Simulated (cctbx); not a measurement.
**Ca3SbN3 with cctbx, script by script**

Library: cctbx 2025.11. The data are simulated by the first script.

## 1. Simulate the data

run.py:

```python
from cctbx import adptbx, crystal, miller, sgtbx, xray
from cctbx.array_family import flex
from iotbx.shelx import hklf
from scitbx import matrix
import scitbx.random

cs = crystal.symmetry(unit_cell=(7.957, 7.957, 5.553, 90, 90, 120), space_group_symbol='Hall: -P 6c')  # P6_3/m
atoms = [  # label, site, U (iso, or U11 U22 U33 U12 U13 U23 in A^2), occupancy
    ("Sb1", (1/3, 2/3, 0.25), (0.0054, 0.0054, 0.0043, 0.0027, 0.0000, 0.0000), 1),
    ("Ca1", (0.6458, 0.7685, 0.75), (0.0060, 0.0120, 0.0093, 0.0050, 0.0000, 0.0000), 0.97),
    ("N1", (0.6136, 0.7484, 0.25), (0.0121, 0.0102, 0.0110, 0.0052, 0.0000, 0.0000), 1),
]
xs = xray.structure(crystal_symmetry=cs)
for label, site, u, occ in atoms:
    u = adptbx.u_cif_as_u_star(cs.unit_cell(), u) if isinstance(u, tuple) else u
    xs.add_scatterer(xray.scatterer(label, site=site, u=u, occupancy=occ))
xs.set_inelastic_form_factors(0.71073, "sasaki")
xs.show_summary()
p1 = xs.expand_to_p1()
ms = miller.build_set(p1, anomalous_flag=True, d_min=0.75)
flex.set_random_seed(400333)
scitbx.random.set_random_seed(400333)
ms = ms.select(flex.random_double(ms.size()) < 0.7)
i = ms.structure_factors_from_scatterers(p1, algorithm="direct").f_calc().as_intensity_array().data()
i = i * 40000 / flex.max(i)
sig = flex.sqrt(i + flex.pow2(0.03 * i) + 15 ** 2)
noise = scitbx.random.variate(scitbx.random.normal_distribution())(i.size())
data = ms.array(data=i + sig * noise, sigmas=sig).set_observation_type_xray_intensity()
with open("data.hkl", "w") as f:
    data.export_as_shelx_hklf(f)
print("reflections written:", data.size(), " <I/sigma> = %.1f" % flex.mean(data.data() / data.sigmas()))
for h, a, b in list(data.sort("data"))[:12]:
    print("%4d%4d%4d %9.1f %7.1f" % (h + (a, b)))
```

```console
$ python run.py
```

```text
Number of scatterers: 3
At special positions: 3
Unit cell: (7.957, 7.957, 5.553, 90, 90, 120)
Space group: P 63/m (No. 176)
reflections written: 2131  <I/sigma> = 23.1
   0   0  -4   40220.8  1216.6
   0   0   4   37946.3  1216.6
   4  -2   0   35383.0  1006.1
   2  -4   0   33996.8  1006.1
  -2  -2   0   33360.4  1006.1
   2  -2   1   33135.8   964.1
  -2   2  -1   32980.8   964.1
   0   2   1   32869.0   964.1
  -4   2   0   32797.0  1006.1
   2  -2  -1   32765.5   964.1
  -2   4   0   32719.4  1006.1
   2   0  -1   31322.0   964.1
```

Run time: 0.42 s on 1 thread of Arm Neoverse N1, on a shared host, peak memory 0.07 GiB.

## 2. Refinement

run.py:

```python
import math
from cctbx import adptbx, crystal, maptbx, sgtbx, xray
from cctbx.array_family import flex
from cctbx.xray import observations
from iotbx.shelx import hklf
from scitbx.lstbx import normal_eqns_solving
from smtbx import absolute_structure, utils
from smtbx.refinement import constraints, least_squares

cs = crystal.symmetry(unit_cell=(7.957, 7.957, 5.553, 90, 90, 120), space_group_symbol='Hall: -P 6c')  # P6_3/m
atoms = [  # label, site, U (iso, or U11 U22 U33 U12 U13 U23 in A^2), occupancy
    ("Sb1", (1/3, 2/3, 0.25), 0.0200, 1),
    ("Ca1", (0.6458, 0.7685, 0.75), 0.0200, 1),
    ("N1", (0.6136, 0.7484, 0.25), 0.0200, 1),
]
xs = xray.structure(crystal_symmetry=cs)
for label, site, u, occ in atoms:
    u = adptbx.u_cif_as_u_star(cs.unit_cell(), u) if isinstance(u, tuple) else u
    xs.add_scatterer(xray.scatterer(label, site=site, u=u, occupancy=occ))
xs.set_inelastic_form_factors(0.71073, "sasaki")
xs.convert_to_anisotropic()
raw = hklf.reader(file_name="data.hkl").as_miller_arrays(crystal_symmetry=cs, anomalous=True)[0]
merged = raw.eliminate_sys_absent().merge_equivalents()
fo2 = merged.array().set_observation_type_xray_intensity()
print("Rint %.3f, %d unique reflections to %.2f A" % (merged.r_int(), fo2.size(), fo2.d_min()))
for sc in xs.scatterers():
    sc.flags.set_grad_site(True)
    sc.flags.set_grad_u_aniso(sc.flags.use_u_aniso())
    sc.flags.set_grad_u_iso(sc.flags.use_u_iso())
obs = fo2.as_xray_observations()
extra = {}
rep = constraints.reparametrisation(xs, [], utils.connectivity_table(xs), **extra)
ls = least_squares.crystallographic_ls(obs, rep, weighting_scheme=least_squares.mainstream_shelx_weighting(a=0, b=0))
print("cycle     R1     wR2    GooF  max shift (A)")
for cycle in range(12):
    ls.build_up()
    r1, wr2, goof = ls.r1_factor(cutoff_factor=2)[0], ls.wR2(), ls.goof()
    old = xs.sites_cart()
    normal_eqns_solving.levenberg_marquardt_iterations(ls, n_max_iterations=3, tau=1e-06, step_threshold=1e-7)
    big = flex.max((xs.sites_cart() - old).norms())
    print("%4d %7.4f %7.4f %7.3f %9.5f" % (cycle + 1, r1, wr2, goof, big))
    ls.build_up(objective_only=True)
    if abs(ls.wR2() - wr2) < 5e-5 and big < 5e-4:
        break
ls.build_up()
print("final R1 %.4f wR2 %.4f GooF %.3f  parameters %d  data/parameter %.1f" % (ls.r1_factor(cutoff_factor=2)[0], ls.wR2(), ls.goof(), ls.n_parameters, fo2.size() / ls.n_parameters))
cov = ls.covariance_matrix_and_annotations()
su = dict(zip(cov.annotations, (math.sqrt(max(v, 0)) for v in cov.matrix.matrix_packed_u_diagonal())))
a2 = cs.unit_cell().reciprocal_parameters()[0] ** -2
print("atom        x        y        z      Ueq    occ   su(xyz)  su(Uiso or U11)")
for sc in xs.scatterers():
    s = max(su.get(sc.label + k, 0) for k in (".x", ".y", ".z"))
    npd = "" if sc.is_positive_definite_u(cs.unit_cell()) else "  NPD"
    print("%-5s %8.5f %8.5f %8.5f %8.4f %6.3f %8.5f %7.4f%s" % ((sc.label,) + sc.site + (sc.u_iso_or_equiv(cs.unit_cell()), sc.occupancy, s, su.get(sc.label + ".uiso", su.get(sc.label + ".u11", 0) * a2), npd)))
fo = fo2.f_sq_as_f()
fc = fo.structure_factors_from_scatterers(xs, algorithm="direct").f_calc()
diff = fo.f_obs_minus_f_calc(1 / math.sqrt(ls.scale_factor()), fc).average_bijvoet_mates()
m = diff.fft_map(symmetry_flags=maptbx.use_space_group_symmetry, resolution_factor=0.25).apply_volume_scaling()
print("difference map: max %.2f min %.2f rms %.2f" % (m.statistics().max(), m.statistics().min(), m.statistics().sigma()))
peaks = m.peak_search(parameters=maptbx.peak_search_parameters(min_distance_sym_equiv=0.6, max_clusters=6)).all()
near = xs.closest_distances(peaks.sites(), distance_cutoff=4)
sps = cs.special_position_settings(min_distance_sym_equiv=0.5)
for k, (x, h) in enumerate(zip(peaks.sites(), peaks.heights())):
    ss = sps.site_symmetry(x)
    print("Q%-3d %7.4f %7.4f %7.4f %4d %7.2f  %.2f A from %s" % ((k + 1,) + tuple(t % 1 for t in ss.exact_site()) + (ss.multiplicity(), h, near.smallest_distances[k], xs.scatterers()[near.i_seqs[k]].label)))
```

```console
$ python run.py
```

```text
Rint 0.026, 278 unique reflections to 0.75 A
cycle     R1     wR2    GooF  max shift (A)
   1  0.1275  0.2889  19.292   0.00226
   2  0.0082  0.0215   1.437   0.00000
final R1 0.0082 wR2 0.0215 GooF 1.437  parameters 14  data/parameter 19.9
atom        x        y        z      Ueq    occ   su(xyz)  su(Uiso or U11)
Sb1    0.33333  0.66667  0.25000   0.0048  1.000  0.00000  0.0001
Ca1    0.64583  0.76862  0.75000   0.0100  1.000  0.00005  0.0002
N1     0.61391  0.74864  0.25000   0.0109  1.000  0.00021  0.0007
difference map: max 0.35 min -0.45 rms 0.08
Q1    0.0495  0.5165  0.2500    6    0.37  1.50 A from N1
Q2    0.1364  0.2970  0.2500    6    0.36  0.72 A from N1
Q3    0.2632  0.6657  0.2500    6    0.29  0.55 A from Sb1
Q4    0.0107  0.7871  0.2500    6    0.27  1.09 A from Ca1
Q5    0.1475  0.6474  0.1156   12    0.24  1.59 A from Sb1
Q6    0.2594  0.5818  0.1409   12    0.23  0.88 A from Sb1
```

Time: 0.59 s.

This run holds a fault made on purpose: disorder ignored: each site full, of its main element.

## 3. Refinement (occupancies of the disordered sites free, main element alone)

run.py, as its changes from the last script of this kind:

```diff
@@ -12,3 +12,3 @@
-    ("Sb1", (1/3, 2/3, 0.25), 0.0200, 1),
-    ("Ca1", (0.6458, 0.7685, 0.75), 0.0200, 1),
-    ("N1", (0.6136, 0.7484, 0.25), 0.0200, 1),
+    ("Sb1", (1/3, 2/3, 0.25), 0.0120, 1),
+    ("Ca1", (0.64583, 0.76862, 0.75), 0.0120, 1),
+    ("N1", (0.61391, 0.74864, 0.25), 0.0120, 1),
@@ -29,0 +30 @@
+    sc.flags.set_grad_occupancy(sc.label in ('Ca1',))
@@ -35 +36 @@
-for cycle in range(12):
+for cycle in range(20):
@@ -54,0 +56 @@
+print("su of occupancy Ca1: %.3f" % su["Ca1.occ"])
```

```console
$ python run.py
```

```text
Rint 0.026, 278 unique reflections to 0.75 A
cycle     R1     wR2    GooF  max shift (A)
   1  0.0694  0.1759  11.771   0.00070
   2  0.0064  0.0152   1.016   0.00032
   3  0.0058  0.0137   0.915   0.00016
   4  0.0057  0.0133   0.891   0.00007
   5  0.0057  0.0132   0.886   0.00003
final R1 0.0057 wR2 0.0132 GooF 0.885  parameters 15  data/parameter 18.5
atom        x        y        z      Ueq    occ   su(xyz)  su(Uiso or U11)
Sb1    0.33333  0.66667  0.25000   0.0050  1.000  0.00000  0.0001
Ca1    0.64581  0.76853  0.75000   0.0088  0.971  0.00003  0.0001
N1     0.61384  0.74876  0.25000   0.0112  1.000  0.00013  0.0004
su of occupancy Ca1: 0.001
difference map: max 0.34 min -0.21 rms 0.06
Q1    0.0486  0.5193  0.2500    6    0.36  1.52 A from N1
Q2    0.1349  0.2936  0.2500    6    0.32  0.74 A from N1
Q3    0.1430  0.6452  0.1149   12    0.23  1.62 A from Sb1
Q4    0.2469  0.5715  0.1332   12    0.22  0.97 A from Sb1
Q5    0.1580  0.7818  0.7500    6    0.21  0.69 A from Ca1
Q6    0.0154  0.7934  0.2500    6    0.21  1.14 A from Ca1
```

Run time: 0.77 s on 1 thread of Arm Neoverse N1, with other jobs on the host, peak memory 0.09 GiB.

[Logs are printed without paths, hosts, clocks, repeated set-up lines and the standing remarks that a program may print on its own settings, such as how far it seeks lower states.]
